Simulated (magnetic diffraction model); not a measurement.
## Magnetic neutron pattern of Rb2CeTlF6

Space group Fm-3m (no. 225), a = 9.0600 Å.

| site | atom | x | y | z |
| --- | --- | --- | --- | --- |
| 4b | Tl | 1/2 | 0 | 0 |
| 4a | Ce | 0 | 0 | 0 |
| 8c | Rb | 1/4 | 1/4 | 3/4 |
| 24e | F | 0.2426 | 0 | 0 |

This is a made-up structure (elements placed in a structure type, unrelaxed), so the numbers test the method and describe no known phase.

Only Ce is taken to order (form factors of Ce3+); orders and moment sizes are assumed, and not adapted to the symmetry. Radiation: neutrons of λ = 1.909 Å, 5° to 100°; isotropic B of 0.44 Å² (Tl), 0.41 Å² (Ce), 0.6 Å² (Rb) and 0.73 Å² (F). The intensities are simulated: I ∝ L Σ (|F_N|² + |F_M⊥|²) for unpolarised neutrons, with F_M = 2.695 fm/μB × Σ f(s) S exp(2πi Q·r) exp(−B s²) at Q = H ± k (one set where k and −k are equivalent), only the part normal to Q counting and L = 1/(sin²θ cos θ). For collinear order S is the moment m, which repeats by lattice and centring translations R with the sign exp(−2πi k·R). Form factors are spin-only for 3d ions and dipole or tabulated for f ions, scattering lengths are Sears's of 1992, and absorption is left out. A label names one of the reflections at its angle. The strongest nuclear line in the range is 100, and lines under 0.2 are left out.

Assume the order k = (0 1 0), collinear moments along [010], 1.9 μB on Ce.

Predict the pattern, nuclear and magnetic parts apart.

```
2θ (°)    index  nuclear  magnetic
 17.14  (1 0 1)      0.0       3.2
 21.03  (1 1 1)      1.0       0.0
 24.33  (2 0 0)     11.4       0.0
 27.25  (2 1 0)      0.0       1.9
 29.91  (1 2 1)      0.0       0.7
 34.67  (2 2 0)     27.3       0.0
 36.85  (2 1 2)      0.0       1.1
 38.92  (3 0 1)      0.0       1.1
 40.90  (3 1 1)      2.9       0.0
 42.81  (2 2 2)     51.3       0.0
 44.65  (2 3 0)      0.0       0.2
 46.43  (3 2 1)      0.0       1.0
 49.85  (4 0 0)     94.8       0.0
 51.49  (4 1 0)      0.0       0.8
 53.10  (3 0 3)      0.0       0.3
 54.67  (3 3 1)      3.7       0.0
 56.22  (4 2 0)      9.2       0.0
 57.73  (4 1 2)      0.0       0.8
 59.23  (3 2 3)      0.0       0.3
 62.15  (4 2 2)     19.1       0.0
 63.57  (4 3 0)      0.0       0.2
 64.99  (5 0 1)      0.0       0.6
 66.38  (3 3 3)      1.6       0.0
 69.13  (4 3 2)      0.0       0.4
 70.49  (5 2 1)      0.0       0.5
 73.16  (4 4 0)    100.0       0.0
 74.49  (4 1 4)      0.0       0.3
 75.80  (5 0 3)      0.0       0.3
 77.11  (5 3 1)      0.6       0.0
 78.41  (6 0 0)      6.9       0.0
 81.00  (5 2 3)      0.0       0.3
 83.57  (6 2 0)     13.6       0.0
 84.84  (6 1 2)      0.0       0.5
 87.39  (5 3 3)      0.9       0.0
 88.67  (6 2 2)     45.7       0.0
 89.94  (6 3 0)      0.0       0.2
 93.76  (4 4 4)     48.8       0.0
 95.03  (6 3 2)      0.0       0.2
 96.31  (7 0 1)      0.0       0.3
 97.59  (7 1 1)      1.7       0.0
 98.88  (6 4 0)      4.7       0.0
```

The strongest magnetic line in the range is (1 0 1) at 17.14° (3.2). On top of the Lorentz factor, which all lines share, magnetic lines fade with angle because f falls: for Ce3+ it is 0.96, 0.86, 0.71 and 0.43 at sin θ/λ = 0.1, 0.2, 0.3 and 0.5 Å⁻¹, while nuclear lengths stay constant. The order has no net moment.

[Logs are printed without paths, hosts, clocks, repeated set-up lines and the standing remarks that a program may print on its own settings, such as how far it seeks lower states.]
